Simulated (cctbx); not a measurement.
# Occupancies in Zn4Fe3Hg

Cell a = 5.0540 Å, b = 19.9910 Å, c = 4.6710 Å, α = 90.00°, β = 90.00°, γ = 90.00°; space group Pbcm (no. 57); nominal formula Zn4Fe3Hg.

The data are simulated with cctbx, not measured: Ga Kα, λ = 1.3414 Å, to d = 0.83 Å, 50 % of the full sphere, strongest reflection 70000 counts, noise from counting, a 6 % proportional error and a noise floor of 15 counts (s.d.); no absorption, and some extinction, which the refinements don't model.

With every site full:

```text
Rint 0.045, 476 unique reflections to 0.83 A
cycle     R1     wR2    GooF  max shift (A)
   1  0.1107  0.2991   6.720   0.00242
   2  0.0183  0.0452   1.016   0.00001
final R1 0.0183 wR2 0.0452 GooF 1.016  parameters 47  data/parameter 10.1
atom        x        y        z      Ueq    occ   su(xyz)  su(Uiso or U11)
Hg1    0.00000  0.50000  0.00000   0.0119  1.000  0.00000  0.0002
Zn1    0.76563  0.87579  0.75000   0.0252  1.000  0.00021  0.0006
Zn2    0.91290  0.14027  0.75000   0.0326  1.000  0.00022  0.0006
Zn3    0.30931  0.79129  0.75000   0.0179  1.000  0.00019  0.0005
Zn4    0.48978  0.45390  0.25000   0.0245  1.000  0.00019  0.0006
Fe1    0.25991  0.57687  0.25000   0.0162  1.000  0.00019  0.0005
Fe2    0.40581  0.17477  0.75000   0.0300  1.000  0.00025  0.0007
Fe3    0.82704  0.75000  0.50000   0.0209  1.000  0.00024  0.0006
difference map: max 0.95 min -1.12 rms 0.26
Q1    0.2716  0.7477  0.2500    4    0.97  0.80 A from Zn3
Q2    0.3690  0.5112  0.7500    4    0.85  1.00 A from Zn4
Q3    0.0934  0.0081  0.2500    4    0.81  1.27 A from Hg1
Q4    0.2795  0.5854  0.9949    8    0.77  1.21 A from Fe1
Q5    0.1938  0.1600  0.7500    4    0.76  1.11 A from Fe2
Q6    0.1926  0.7125  0.2500    4    0.76  0.59 A from Zn3
```

With the occupancies of the suspect sites free, each still typed as its main element:

```text
Rint 0.045, 476 unique reflections to 0.83 A
cycle     R1     wR2    GooF  max shift (A)
   1  0.1294  0.3151   7.087   0.00016
  18  0.0173  0.0403   0.907   0.00002
final R1 0.0173 wR2 0.0403 GooF 0.907  parameters 48  data/parameter 9.9
atom        x        y        z      Ueq    occ   su(xyz)  su(Uiso or U11)
Hg1    0.00000  0.50000  0.00000   0.0121  1.000  0.00000  0.0002
Zn1    0.76561  0.87581  0.75000   0.0254  1.000  0.00019  0.0005
Zn2    0.91290  0.14032  0.75000   0.0329  1.000  0.00020  0.0005
Zn3    0.30926  0.79128  0.75000   0.0183  1.000  0.00017  0.0005
Zn4    0.48980  0.45390  0.25000   0.0248  1.000  0.00017  0.0006
Fe1    0.25982  0.57685  0.25000   0.0165  1.000  0.00017  0.0004
Fe2    0.40571  0.17481  0.75000   0.0275  0.957  0.00023  0.0007
Fe3    0.82696  0.75000  0.50000   0.0211  1.000  0.00022  0.0005
su of occupancy Fe2: 0.005
difference map: max 0.92 min -0.98 rms 0.25
Q1    0.2698  0.7505  0.2500    4    0.94  0.86 A from Zn3
Q2    0.3670  0.5110  0.7500    4    0.86  1.01 A from Zn4
Q3    0.0906  0.0082  0.2500    4    0.81  1.26 A from Hg1
Q4    0.4936  0.1333  0.9940    8    0.76  1.48 A from Fe2
Q5    0.4464  0.7422  0.0877    8    0.76  1.23 A from Zn3
Q6    0.2805  0.5857  0.9958    8    0.75  1.20 A from Fe1
```

**Question.** What is the disorder?

X-rays count electrons. Fe2 refines to 0.957(0.005), or 24.9 electrons; the site truly holds 0.94 Fe, 24.4 electrons, which is 0.940 of Fe. A value under 1 can't tell vacancies from a lighter guest, and one over 1 needs a heavier guest; chemistry or a second radiation must settle which. Occupancy correlates with U and the scale, so the match is approximate.

Freeing them takes R1 from 0.0183 to 0.0173 and GooF from 1.02 to 0.91.

The model is made up (kin elements in a known structure type, no relaxation), so it says nothing on whether the phase exists.

[Middle refinement cycles are left out of these outputs.]

[Logs are printed without paths, hosts, clocks, repeated set-up lines and the standing remarks that a program may print on its own settings, such as how far it seeks lower states.]
